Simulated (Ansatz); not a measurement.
# Optical response of MgCd2P2 (model structure), part 2 of 3

Wanted: where MgCd2P2 (model structure) starts to absorb, how strongly, and its refractive index. The cell was made here by substitution or stacking, whether or not such a phase is known. It was built so: All As replaced by P and Ca replaced by Mg in the P-3m1 structure of CaCd2As2.

Ansatz 0.2.0; DFT, PBE, plane-wave PAW, default files, scalar-relativistic, independent-particle optical response without local fields.

So far: Set-up; Relaxation. The relaxed cell has a = 4.210, c = 6.822 Å (conventional setting).

## 3. Ground state and bands

The self-consistent density comes first; it also tells whether there is a gap, which decides the occupations and the need for a Drude term.

This step: DFT, PBE, plane-wave PAW, default files, scalar-relativistic, ground state (Ansatz 0.2.0).

Contents of input.yaml:

```yaml
crystal:
  lattice:
    - [4.2103472628, 0.0, 0.0]
    - [-2.1051736314, 3.6462676884, 0.0]
    - [0.0, 0.0, 6.822118083]
  atoms:
    - { symbol: Cd, position: [0.6666666667, 0.3333333333, 0.3627310255] }
    - { symbol: Cd, position: [0.3333333333, 0.6666666667, 0.6372689745] }
    - { symbol: P, position: [0.6666666667, 0.3333333333, 0.7830668908] }
    - { symbol: P, position: [0.3333333333, 0.6666666667, 0.2169331092] }
    - { symbol: Mg, position: [0.0, 0.0, 0.0] }
kpoints:
  mp_grid: { grid: [6, 6, 4] }
  band_path:
    path:
      - [[0.0, 0.0, 0.0], [0.5, 0.0, 0.0], [0.33333333, 0.33333333, 0.0], [0.0, 0.0, 0.0], [0.0, 0.0, 0.5], [0.5, 0.0, 0.5], [0.33333333, 0.33333333, 0.5], [0.0, 0.0, 0.5]]
      - [[0.5, 0.0, 0.5], [0.5, 0.0, 0.0]]
      - [[0.33333333, 0.33333333, 0.0], [0.33333333, 0.33333333, 0.5]]
    npoints: 6
scf:
  occupations: { method: fermi_dirac, width: 0.05 }
  n_extra_bands: 9
hamiltonian:
  xc: pbe
  pseudopotentials: { kind: paw }
output:
  forces: true
  stress: true
  populations: true
  write_bands: true
  write_density: true
  write_potential: true
  elf: true
  volumetric_format: npy
```

On the command line:

```
> ansatz run input.yaml --threads 4 --pin off --max-ram 8192MiB --backend cpu --events-out ev --progress --plain --runs-dir out
```

Numbers of over 12 decimals in the logs are rounded to 6 here.

Output:

```text
[...]
Crystal: 5 atoms, lattice volume = 104.734 Å³
Basis set: ecut = 420 eV, 1997 PW (Γ), exchange–correlation on 60×60×96 points (8 copies of the dense FFT grid, shifted against one another)
Bands: 39, of which v1, the nominal top of the filled ones, is band 30 counted from 1 (29 counted from 0)
Symmetry: 12 space group operations
[...]
k-points: 24 of 144
[...]
SCF iter   1: F=—  HF=-19945.175212 eV  |F-HF|=—  |Δ(HF+E_count)|=         —  Δρ=1.39e-3  dr2=2.12e-3  ethr=1.77e-3  ⟨swp⟩=7.8  Hψ=4281  notcnv=0  defer=18
[...]
SCF iter   7: F=-19945.175637 eV  HF=-19945.175637 eV  |F-HF|=3.02e-9  |Δ(HF+E_count)|=   3.64e-8  Δρ=2.42e-6  dr2=1.51e-8  ethr=1.67e-10  ⟨swp⟩=15.0  Hψ=6400  notcnv=0
SCF 1 converged in 7 iterations: F = -19945.175637 eV  dr2 = 1.51e-8
[...]
NSCF: frozen V_eff on 57 k-points
SCF converged after 7 iterations
Free energy (F): -19945.175637 eV
[...]
Internal energy: -19945.175403 eV  (E = F + TS)
E sigma→0 (E₀):  -19945.175520 eV
Entropy (-TS):   -0.000234 eV (-0.047 meV/atom)
Fermi energy:    9.722681 eV
[...]
--- Forces (eV/Å), atoms counted from 1 ---
  atom   1  Cd     0.00000000     0.00000000     0.00417196
  atom   2  Cd     0.00000000    -0.00000000    -0.00417196
  atom   3  P     -0.00000000     0.00000000     0.00324634
  atom   4  P      0.00000000    -0.00000000    -0.00324634
  atom   5  Mg     0.00000000    -0.00000000     0.00000000
  max |Σ_I F_I| component: 9.25e-18 eV/Å
--- Stress (GPa, compression-positive) ---
        0.029538       0.000000       0.000000
        0.000000       0.029538      -0.000000
        0.000000      -0.000000       0.000189
  P = ⅓ Tr σ = 0.0198 GPa (0.198 kbar)
--- Band table (eV; the first three rows and the last of 24) ---
  k-point 0: bands = [... 26 lower, 8.6815, 9.3833, 9.4595, 9.4595, 9.9411, 10.9037, 13.4573, 13.6192, ... 5 higher]
  k-point 1: bands = [... 26 lower, 8.7966, 8.7966, 9.3521, 9.3521, 10.6606, 11.2336, 13.1154, 13.1685, ... 5 higher]
  k-point 2: bands = [... 26 lower, 9.0721, 9.0721, 9.0825, 9.0825, 11.0301, 11.2830, 12.9220, 12.9220, ... 5 higher]
  k-point 23: bands = [... 26 lower, 5.9193, 5.9426, 8.4154, 8.4154, 11.3769, 11.3769, 12.9568, 13.2964, ... 5 higher]
--- Löwdin populations: 5 sites ---
  site symbol       q [e]
     0     Cd     18.8498
     1     Cd     18.8498
     2      P      6.5198
     3      P      6.5198
     4     Mg      8.6162
  spilling = 0.010743 (of n_electrons = 60.000000)
```

It took 0.97 s on 4 threads of AMD EPYC 9R45, shared host; peak memory 0.5 GiB.

Reading the cycles: dr2 is the Hartree energy of the density residual (eV), the measure of convergence; HF is the Harris–Foulkes estimate of the energy, which meets the free energy F at convergence.

This step gave:

- free energy: -19945.1756 eV
- Fermi energy: 9.723 eV
- gap by band count: 0.4815 eV
- electrons: 60
- symmetry operations: 12
- pressure: 0.01975 GPa
- volume: 104.7 Å³
- gap on the path: 0.3958 eV
- least direct gap on the path: 0.4816 eV

There is a gap, 0.40 eV on the path, so no carriers' term is needed. The cell is left with a pressure of 0.0 GPa after its relaxation.

Electronic bands along the path, in eV, zero at the Fermi level; v1 is the highest filled band, c1 the lowest empty one:

```
    point     v4     v3     v2     v1    c1    c2    c3    c4
        Γ  -1.04  -0.34  -0.26  -0.26  0.22  1.18  3.73  3.90
  halfway  -2.67  -1.95  -0.72  -0.60  1.41  1.74  3.16  4.16
        M  -3.66  -2.59  -2.33  -0.95  0.50  1.75  3.04  3.80
  halfway  -3.59  -3.43  -2.38  -1.81  1.33  2.53  2.73  4.17
        K  -4.46  -2.81  -2.81  -2.45  0.97  3.42  3.42  5.11
  halfway  -3.30  -2.28  -1.20  -0.88  2.19  2.52  2.66  3.38
        Γ  -1.04  -0.34  -0.26  -0.26  0.22  1.18  3.73  3.90
  halfway  -0.93  -0.93  -0.37  -0.37  0.94  1.51  3.39  3.45
        A  -0.65  -0.65  -0.64  -0.64  1.31  1.56  3.20  3.20
  halfway  -2.30  -1.90  -1.40  -1.31  1.22  2.21  2.85  3.83
        L  -2.25  -1.97  -1.82  -1.40  0.49  1.72  2.02  2.62
  halfway  -3.13  -2.95  -1.60  -1.30  1.16  1.78  3.25  3.36
        H  -3.80  -3.78  -1.31  -1.31  1.65  1.65  3.23  3.57
  halfway  -2.16  -2.13  -1.97  -1.76  1.92  2.35  3.22  3.69
        A  -0.65  -0.65  -0.64  -0.64  1.31  1.56  3.20  3.20
jump to L  -2.25  -1.97  -1.82  -1.40  0.49  1.72  2.02  2.62
  halfway  -3.04  -2.40  -1.68  -1.27  0.33  1.63  2.87  3.72
        M  -3.66  -2.59  -2.33  -0.95  0.50  1.75  3.04  3.80
jump to K  -4.46  -2.81  -2.81  -2.45  0.97  3.42  3.42  5.11
  halfway  -4.43  -2.95  -2.08  -2.08  1.75  2.58  2.58  4.87
        H  -3.80  -3.78  -1.31  -1.31  1.65  1.65  3.23  3.57
```

ELF in the ac plane at fractional y = 0.333, with atoms of Cd and P within 0.2 Å of it. It is the smooth field of the valence electrons, not physical close to the nuclei.

Values, 22 rows by 14 columns, each cell a mean:
```
0.17 0.11 0.08 0.10 0.15 0.29 0.45 0.62 0.70 0.74 0.72 0.66 0.51 0.34
0.31 0.16 0.10 0.13 0.26 0.50 0.69 0.80 0.83 0.83 0.83 0.82 0.74 0.58
0.46 0.23 0.14 0.19 0.39 0.66 0.81 0.85 0.77 0.64 0.72 0.84 0.83 0.73
0.50 0.26 0.16 0.22 0.42 0.70 0.83 0.76 0.36 0.09 0.23 0.67 0.84 0.77
0.46 0.24 0.16 0.21 0.39 0.68 0.81 0.66 0.15 0.01 0.05 0.52 0.81 0.75
0.35 0.20 0.16 0.18 0.30 0.58 0.77 0.72 0.34 0.09 0.22 0.64 0.79 0.67
0.26 0.17 0.17 0.17 0.23 0.45 0.68 0.77 0.69 0.56 0.64 0.76 0.73 0.54
0.20 0.17 0.18 0.18 0.19 0.32 0.53 0.70 0.74 0.75 0.75 0.72 0.59 0.38
0.18 0.17 0.18 0.18 0.17 0.23 0.36 0.48 0.53 0.54 0.54 0.50 0.40 0.27
0.16 0.16 0.17 0.17 0.16 0.18 0.22 0.24 0.23 0.22 0.23 0.24 0.23 0.19
0.14 0.14 0.15 0.14 0.14 0.15 0.16 0.17 0.20 0.22 0.21 0.18 0.16 0.16
0.15 0.15 0.15 0.15 0.15 0.16 0.18 0.28 0.37 0.43 0.40 0.31 0.20 0.16
0.18 0.21 0.22 0.21 0.19 0.18 0.23 0.42 0.57 0.69 0.62 0.46 0.28 0.18
0.22 0.30 0.34 0.32 0.25 0.19 0.26 0.48 0.69 0.86 0.76 0.53 0.32 0.18
0.29 0.43 0.49 0.46 0.35 0.21 0.23 0.44 0.64 0.79 0.70 0.50 0.29 0.18
0.42 0.58 0.63 0.60 0.48 0.27 0.19 0.32 0.46 0.53 0.49 0.37 0.21 0.21
0.54 0.68 0.72 0.69 0.59 0.36 0.20 0.21 0.29 0.35 0.32 0.23 0.18 0.28
0.62 0.73 0.77 0.75 0.65 0.44 0.25 0.16 0.17 0.18 0.17 0.16 0.20 0.36
0.60 0.72 0.77 0.74 0.64 0.43 0.25 0.13 0.11 0.11 0.11 0.12 0.19 0.36
0.48 0.61 0.66 0.64 0.53 0.33 0.18 0.09 0.06 0.06 0.06 0.08 0.14 0.26
0.27 0.34 0.37 0.37 0.31 0.20 0.12 0.10 0.10 0.10 0.10 0.10 0.11 0.16
0.15 0.15 0.16 0.16 0.16 0.15 0.17 0.24 0.31 0.35 0.33 0.27 0.19 0.15
```
Atoms in or near the plane, at fractional coordinates: Cd at (0.67, 0.36), P at (0.67, 0.78).

Electrostatic potential energy in the ac plane at fractional y = 0.333, with atoms of Cd and P within 0.2 Å of it. With pseudopotentials it is smooth inside the atoms' cores, unlike the true potential.

Ten even steps from '0' (-43 eV) to '9' (13 eV), each cell a mean:
```
99999999999999
99999999878899
99999997423689
99999984000279
99999982000169
99999984000279
99999997423689
99899999878899
99999999999999
99999999999999
99999998777899
99999986555689
99999975434568
99999975323468
99999975433468
99999986545579
99999998666789
99999999988999
99999999999999
99999999999999
99999999999999
99999999999999
```
Atoms in or near the plane, at fractional coordinates: Cd at (0.67, 0.36), P at (0.67, 0.78).

## 4. Spectrum

The spectrum is a sum over vertical transitions between filled and empty bands at the fixed density, so many empty bands are needed.

This step: DFT, PBE, plane-wave PAW, default files, scalar-relativistic, independent-particle optical response without local fields (Ansatz 0.2.0).

input.yaml, the sections that differ from step 3:

```yaml
kpoints:
  mp_grid: { grid: [6, 6, 4] }
scf:
  occupations: { method: fixed }
output:
  optics:
    e_range: [0, 22]
    de: 0.05
    sigma: 0.15
    nscf_kmesh: { grid: [9, 9, 5] }
    bands: { spectra_wanted_up_to: 22 }
# crystal, hamiltonian: as in step 3
```

Output:

```text
[...]
Crystal: 5 atoms, lattice volume = 104.734 Å³
Basis set: ecut = 420 eV, 1997 PW (Γ)
Bands: 36, of which v1, the nominal top of the filled ones, is band 30 counted from 1 (29 counted from 0)
Symmetry: 12 space group operations
[...]
k-points: 24 of 144
[...]
SCF iter   1: F=—  HF=-19945.174962 eV  |F-HF|=—  |Δ(HF+E_count)|=         —  Δρ=1.41e-3  dr2=2.25e-3  ethr=1.77e-3  ⟨swp⟩=5.1  Hψ=2852  notcnv=0  defer=91
[...]
SCF iter  10: F=-19945.175605 eV  HF=-19945.175605 eV  |F-HF|=3.64e-12  |Δ(HF+E_count)|=  3.27e-11  Δρ=5.16e-8  dr2=2.98e-12  ethr=1.00e-12  ⟨swp⟩=10.3  Hψ=3471  notcnv=0
SCF 1 converged in 10 iterations: F = -19945.175605 eV  dr2 = 2.98e-12
[...]
output.optics: what the bands over the 93 summed would add to eps1, eps2 and the energy-loss function is held between a lower and an upper bound (6 Lanczos steps). eps1, eps2 and their loss function (loss_summed_bands) are given on every row as the summed bands alone make them. Along an axis, on a row where the two bounds hold the loss function to about 1 % of the greater of itself and 0.5 % of |1/eps|, its cell (loss_completed) is given, with the completed eps1 and eps2 that it is formed of (a cell that is left empty reads nan in the table and null in the record). The two bounds hold it so along every axis on all 441 rows up to 22.000 eV. [rest of the remark cut]
SCF converged after 10 iterations
Free energy (F): -19945.175605 eV
[...]
Internal energy: -19945.175605 eV  (E = F + TS)
E sigma→0 (E₀):  -19945.175605 eV
Fermi energy:    9.459574 eV
[...]
--- Band table (eV; the first three rows and the last of 24) ---
  k-point 0: bands = [... 26 lower, 8.6816, 9.3834, 9.4596, 9.4596, 9.9411, 10.9037, 13.4573, 13.6192, ... 2 higher]
  k-point 1: bands = [... 26 lower, 8.7966, 8.7966, 9.3521, 9.3521, 10.6606, 11.2336, 13.1155, 13.1685, ... 2 higher]
  k-point 2: bands = [... 26 lower, 9.0721, 9.0721, 9.0826, 9.0826, 11.0301, 11.2830, 12.9219, 12.9219, ... 2 higher]
  k-point 23: bands = [... 26 lower, 5.9193, 5.9427, 8.4154, 8.4154, 11.3769, 11.3769, 12.9567, 13.2964, ... 2 higher]
```

It took 34 s on 4 threads; peak memory 1.8 GiB; 2.2 min of CPU time.

Read-outs, printed or worked out from the files:

```
electronic dielectric constant ε∞, mean over x, y and z (by symmetry where fewer were run)                                                          : 16.40
absorption onset, first axis (α over 10⁴ cm⁻¹, or the direct gap if that lies higher)                                                               : 0.6067 eV
main peak of Im epsilon, first axis                                                                                                                 : 2.797 eV
centre of weight of the strongest loss peak in the window                                                                                           : 14.32 eV
photocurrent from vertical transitions in a film 500 nm thick on a perfect mirror (two passes), AM1.5G, no front reflection, all carriers collected : 61.37 mA/cm²
least direct gap on the mesh                                                                                                                        : 0.4815 eV
bands summed                                                                                                                                        : 93
spectra valid up to                                                                                                                                 : 32.66 eV
program's estimate of the k-sum error in Im epsilon                                                                                                 : 0.05 %
electrons in the f-sum                                                                                                                              : 31.34
```

Table of Im ε by photon energy; read off at these points:

```
photon energy (eV)  E ∥ x or y  E ∥ z
              0.00           0      0
              0.50       0.722  0.453
              1.00        1.95   3.23
              1.50        5.16   9.97
              2.00        9.48   14.9
              2.50        16.8   20.1
              2.80        21.1   26.4
              3.00        19.8   23.1
              3.50        20.2   19.4
              4.00        18.0   14.1
              4.10        18.6   14.5
              4.50        13.8   12.2
              5.00        9.92   11.3
              5.50        8.08   6.47
              6.00        5.67   4.16
              6.50        4.13   3.09
              7.00        3.26   2.87
              7.50        2.22   2.18
              8.00        1.74   1.67
              8.50        1.40   1.28
              9.00        1.03  0.978
              9.50       0.878  0.907
             10.00       0.862  0.994
             10.50       0.972  0.989
             11.00       0.970  0.852
             11.50       0.764  0.784
             12.00       0.789  0.786
             12.50       0.655  0.639
             13.00       0.633  0.624
             13.50       0.507   0.52
             14.00       0.456  0.514
             14.50       0.479  0.547
             15.00       0.471  0.519
             15.50       0.515  0.452
             16.00       0.469  0.418
             16.50       0.399  0.404
             17.00       0.383  0.432
             17.50       0.368  0.404
             18.00       0.328  0.329
             18.50       0.313  0.329
             19.00       0.342  0.352
             19.50       0.362  0.374
             20.00       0.373  0.449
             20.50       0.370  0.411
             21.00       0.331  0.368
             21.50       0.307  0.293
             22.00       0.294  0.282
```

Table of Re ε by photon energy:

```
photon energy (eV)  E ∥ x or y    E ∥ z
               0.0        15.6     18.0
               0.5        16.8     19.6
               1.0        16.9     20.5
               1.5        20.1     23.3
               2.0        19.7     19.0
               2.5        18.5     16.8
               3.0        9.26     3.71
               3.5        4.50   -0.421
               4.0        1.17    -1.23
               4.5       -5.48    -3.21
               5.0       -4.76    -6.75
               5.5       -4.92    -6.32
               6.0       -5.19    -5.12
               6.5       -4.07    -3.62
               7.0       -3.83    -2.98
               7.5       -3.18    -2.82
               8.0       -2.48    -2.35
               8.5       -2.08    -1.85
               9.0       -1.59    -1.41
               9.5       -1.12   -0.864
              10.0      -0.662   -0.638
              10.5      -0.509   -0.553
              11.0      -0.528   -0.473
              11.5      -0.423   -0.274
              12.0      -0.256   -0.224
              12.5      -0.202   -0.128
              13.0      -0.131  -0.0842
              13.5     -0.0262   0.0596
              14.0       0.114    0.178
              14.5       0.227    0.251
              15.0       0.298    0.260
              15.5       0.338    0.305
              16.0       0.310    0.366
              16.5       0.365    0.432
              17.0       0.425    0.493
              17.5       0.479    0.464
              18.0       0.493    0.520
              18.5       0.576    0.605
              19.0       0.637    0.649
              19.5       0.643    0.701
              20.0       0.662    0.670
              20.5       0.637    0.637
              21.0       0.649    0.605
              21.5       0.672    0.641
              22.0       0.716    0.725
```

(Part 2 of 3 ends here.)

[Logs are printed without paths, hosts, clocks, repeated set-up lines and the standing remarks that a program may print on its own settings, such as how far it seeks lower states.]

[Hosts, paths, dates, database ids (printed as entryN), source tags and the programs' standing remarks are cut or masked in the printed files.]
